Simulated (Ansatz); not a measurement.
# Mo4H3: relaxing a made-up structure, part 2 of 2

This structure for Mo4H3 is made up. Its elements were placed in a known structure type with a cell scaled to their sizes. What cell does the guess relax to, and how far off was it?

Ansatz 0.2.0; DFT, PBEsol, plane-wave PAW, files of the set soft_1, scalar-relativistic, no spin, cell and ions relaxed at zero pressure; PAW set soft_1 (the session's first sound run).

So far: Set-up; Relaxing cell and atoms. The relaxed cell has a = 4.094, c = 4.253 Å (conventional setting).

**3. Bands of the relaxed cell**

A second self-consistent run takes a narrower smearing and the mesh shown in its input; the bands follow along the standard path of the relaxed lattice.

This step: DFT, PBEsol, plane-wave PAW, files of the set soft_1, scalar-relativistic, no spin, bands and density of states at the relaxed cell; PAW set soft_1 (Ansatz 0.2.0).

input.yaml

```yaml
crystal:
  lattice:
    - [4.0944887962, 0.0, 0.0]
    - [0.0, 4.0944887962, 0.0]
    - [0.0, 0.0, 4.253312651]
  atoms:
    - { symbol: Mo, position: [0.2583797916, 0.7416202084, 0.7382529245] }
    - { symbol: Mo, position: [0.7416202084, 0.2583797916, 0.7382529245] }
    - { symbol: Mo, position: [0.7416202084, 0.7416202084, 0.2617470755] }
    - { symbol: Mo, position: [0.2583797916, 0.2583797916, 0.2617470755] }
    - { symbol: H, position: [0.5, 0.5, 0.0] }
    - { symbol: H, position: [0.0, 0.0, 0.5] }
    - { symbol: H, position: [0.0, 0.0, 0.0] }
kpoints:
  mp_grid: { grid: [8, 8, 8] }
  band_path:
    path:
      - [[0.0, 0.0, 0.0], [0.0, 0.5, 0.0], [0.5, 0.5, 0.0], [0.0, 0.0, 0.0], [0.0, 0.0, 0.5], [0.0, 0.5, 0.5], [0.5, 0.5, 0.5], [0.0, 0.0, 0.5]]
      - [[0.0, 0.5, 0.0], [0.0, 0.5, 0.5]]
      - [[0.5, 0.5, 0.0], [0.5, 0.5, 0.5]]
    npoints: 8
scf:
  occupations: { method: fermi_dirac, width: 0.03 }
  n_extra_bands: 11
hamiltonian:
  xc: pbesol
  pseudopotentials: { kind: paw, azcp: { folder: soft_1 }, xc_functional: pbe }
output:
  forces: true
  stress: true
  write_bands: true
  dos: { projected: true }
  write_density: true
  write_potential: true
  elf: true
  volumetric_format: npy
```

On the command line:

```bash
$ ansatz run input.yaml --threads 4 --pin off --max-ram 10240MiB --backend cpu --events-out ev --progress --plain --runs-dir out
```

Numbers of over 12 decimals in the logs are rounded to 6 here.

Output:

```text
[...]
Crystal: 7 atoms, lattice volume = 71.306 Å³
Basis set: ecut = 420 eV, 1383 PW (Γ), exchange–correlation on 60×60×60 points (8 copies of the dense FFT grid, shifted against one another)
Bands: 41, of which v1, the nominal top of the filled ones, is band 30 counted from 1 (29 counted from 0)
Symmetry: 8 space group operations
[...]
k-points: 75 of 512 (time reversal used)
[...]
SCF iter   1: F=—  HF=-19640.064940 eV  |F-HF|=—  |Δ(HF+E_count)|=         —  Δρ=1.22e-1  dr2=1.12e1  ethr=3.10e-3  ⟨swp⟩=5.8  Hψ=11930  notcnv=0  defer=3
[...]
SCF iter   7: F=-19635.802541 eV  HF=-19635.802541 eV  |F-HF|=2.14e-8  |Δ(HF+E_count)|=   1.76e-7  Δρ=8.00e-6  dr2=4.56e-8  ethr=1.69e-10  ⟨swp⟩=15.1  Hψ=20028  notcnv=0
SCF 1 converged in 7 iterations: F = -19635.802541 eV  dr2 = 4.56e-8
[...]
NSCF: frozen V_eff on 75 k-points
SCF converged after 7 iterations
Free energy (F): -19635.802541 eV
[...]
Internal energy: -19635.792515 eV  (E = F + TS)
E sigma→0 (E₀):  -19635.797528 eV
Entropy (-TS):   -0.010026 eV (-1.432 meV/atom)
Fermi energy:    18.518973 eV
[...]
--- Forces (eV/Å), atoms counted from 1 ---
  atom   1  Mo    -0.03498670     0.03498670     0.00090396
  atom   2  Mo     0.03498670    -0.03498670     0.00090396
  atom   3  Mo     0.03498670     0.03498670    -0.00090396
  atom   4  Mo    -0.03498670    -0.03498670    -0.00090396
  atom   5  H      0.00000000     0.00000000     0.00000000
  atom   6  H     -0.00000000     0.00000000     0.00000000
  atom   7  H      0.00000000     0.00000000     0.00000000
  max |Σ_I F_I| component: 6.94e-18 eV/Å
--- Stress (GPa, compression-positive) ---
       -0.144749       0.000000       0.000000
        0.000000      -0.144749       0.000000
        0.000000       0.000000      -0.021658
  P = ⅓ Tr σ = -0.1037 GPa (-1.037 kbar)
--- Band table (eV; the first three rows and the last of 75) ---
  k-point 0: bands = [... 26 lower, 17.3624, 18.8012, 19.7066, 20.0258, 21.4305, 21.6024, 21.6024, 21.6957, ... 7 higher]
  k-point 1: bands = [... 26 lower, 17.4708, 18.4436, 19.5082, 20.0009, 20.6383, 21.1935, 21.1935, 21.6322, ... 7 higher]
  k-point 2: bands = [... 26 lower, 17.7890, 17.7890, 19.0018, 19.0452, 20.2894, 20.2894, 20.3200, 20.9833, ... 7 higher]
  k-point 74: bands = [... 26 lower, 17.2811, 17.6061, 17.7349, 17.8825, 19.2062, 19.2062, 21.3447, 21.3447, ... 7 higher]
```

It took 11 s on 4 threads of Arm Neoverse V1, shared host; peak memory 0.49 GiB.

Numbers from this step:

- free energy: -19635.8025 eV
- energy at zero smearing: -19635.7975 eV
- smearing term TS: 0.01003 eV
- Fermi energy: 18.52 eV
- pressure: -0.1037 GPa

From bands.tsv, the bands that come nearest the Fermi level along the path, at its corners, in eV from the Fermi level:

```tsv
point	band 26	band 27	band 28	band 29	band 30	band 31	band 32	band 33
Γ	-1.16	-1.16	0.28	1.19	1.51	2.91	3.08	3.08
X	-2.03	-0.85	-0.27	-0.01	0.26	0.39	0.53	0.83
M	-2.02	-1.70	-1.70	-0.04	-0.04	0.14	0.33	0.81
Γ	-1.16	-1.16	0.28	1.19	1.51	2.91	3.08	3.08
Z	-1.70	-1.66	-0.44	0.20	0.20	0.40	0.40	1.07
R	-1.98	-1.93	-1.91	-0.06	0.00	0.04	0.06	0.54
A	-1.24	-1.24	-0.91	-0.78	-0.64	0.69	0.69	2.83
Z	-1.70	-1.66	-0.44	0.20	0.20	0.40	0.40	1.07
X	-2.03	-0.85	-0.27	-0.01	0.26	0.39	0.53	0.83
R	-1.98	-1.93	-1.91	-0.06	0.00	0.04	0.06	0.54
M	-2.02	-1.70	-1.70	-0.04	-0.04	0.14	0.33	0.81
A	-1.24	-1.24	-0.91	-0.78	-0.64	0.69	0.69	2.83
```

Counts of states for the cell as run, both spins, by energy window (eV from the Fermi level): Near the top, bands beyond those computed are missing, so counts there can be too low.

```
from  to  total
  -8  -7   2.08
  -7  -6   1.55
  -6  -5   0.39
  -5  -4   1.20
  -4  -3   5.24
  -3  -2   4.62
  -2  -1   5.04
  -1   0   5.00
   0   1   4.25
   1   2   3.96
   2   3   5.11
   3   4   3.59
   4   5   1.52
   5   6   1.51
```

Below -8 eV lie 34.0 more states.

Valence density in the ac plane at fractional y = 0.000, with atoms of H within 0.2 Å of it. It is the smooth field of the valence electrons, not physical close to the nuclei.

Ten steps, logarithmic in the rise over the least value, from '_' (0.2 e/Å³) to '@' (1.8 e/Å³), each cell a mean:
```
%%##++--::..____..::::==**%%
**++======--::::::--====++**
======++++==----====++++====
====++++++++==--==++++++====
++++++++++==----====++++++++
%%##++====----::----====**##
@@%%**==----::::::--====**%%
%%##++====--::::----====**%%
****++++====------==++++++**
====++++++++==--==++++++====
====++++++==----==++++++====
++++========--::--========++
%%##++----::......::--==++##
@@%%++--....______..::==**%%
```
Columns run along a (4.1 Å), rows up along c (4.3 Å). Atoms in or near the plane, at fractional coordinates: H at (0.00, 0.50), H at (0.00, 0.00).

ELF in the ac plane at fractional y = 0.000, with atoms of H within 0.2 Å of it. It is the smooth field of the valence electrons, not physical close to the nuclei.

Ten even steps from '_' (0.16) to '@' (0.98), each cell a mean:
```
@@%%--....::----::......++%%
**==..____..::::..______::++
::..________..::..________..
..__________..::..__________
==::________..::..______..--
%%**::......::--::..__..==##
@@@@==::..::------::..::**@@
@@##--....::::--::......++%%
**==..____..::::..______::==
..__________..::..________..
..__________..::..________..
==::________..::..______..--
%%##::......::--::..__..==##
@@@@==::..::------::..::**@@
```
Columns run along a (4.1 Å), rows up along c (4.3 Å). Atoms in or near the plane, at fractional coordinates: H at (0.00, 0.50), H at (0.00, 0.00).

Electrostatic potential energy in the ac plane at fractional y = 0.000, with atoms of H within 0.2 Å of it. With pseudopotentials it is smooth inside the atoms' cores, unlike the true potential.

Ten even steps from '0' (-10 eV) to '9' (20 eV), each cell a mean:
```
15889999998873
78888899988887
88767789876778
88766788876678
88777899877778
36888999988875
03889999998861
14888999998873
77777899987777
88766789876678
88766789876678
88877899887788
36888999998885
03899999999871
```
Columns run along a (4.1 Å; values clipped at the 3rd and 97th percentile), rows up along c (4.3 Å). Atoms in or near the plane, at fractional coordinates: H at (0.00, 0.50), H at (0.00, 0.00).

**4. Results**

```json
{
  "space group, relaxed": "P-42m",
  "conventional cell": "a = 4.094, b = 4.094, c = 4.253 Å; α = 90.0°, β = 90.0°, γ = 90.0°",
  "volume per atom": "10.19 Å³ (guess 11.72)"
}
```

Mo4H3 relaxes to P-42m with a = 4.094, b = 4.094 and c = 4.253 Å. The guessed volume was 15 % too large. The space group P-42m was held in the relaxation, so the end point is a stationary structure within it and may be a saddle against distortions or other arrangements. Bands cross the Fermi level, so it is a metal or semimetal at this level. The electron count is odd, which forces that without spin polarisation or a larger cell. On the 8×8×8 mesh with the narrower smearing (relaxed on 6×6×6) the largest force component is 0.035 eV/Å and the largest stress component is 0.145 GPa, against the relaxation's thresholds of 0.015 eV/Å and 0.05 GPa. The cutoff wasn't tested. No dispersion term is used, so weakly bound directions may come out too long. The runs have no spin, and magnetism wasn't tested. Nothing here tests whether the compound is stable against decomposition.

[Logs are printed without paths, hosts, clocks, repeated set-up lines and the standing remarks that a program may print on its own settings, such as how far it seeks lower states.]

[Hosts, paths, dates, database ids (printed as entryN), source tags and the programs' standing remarks are cut or masked in the printed files.]
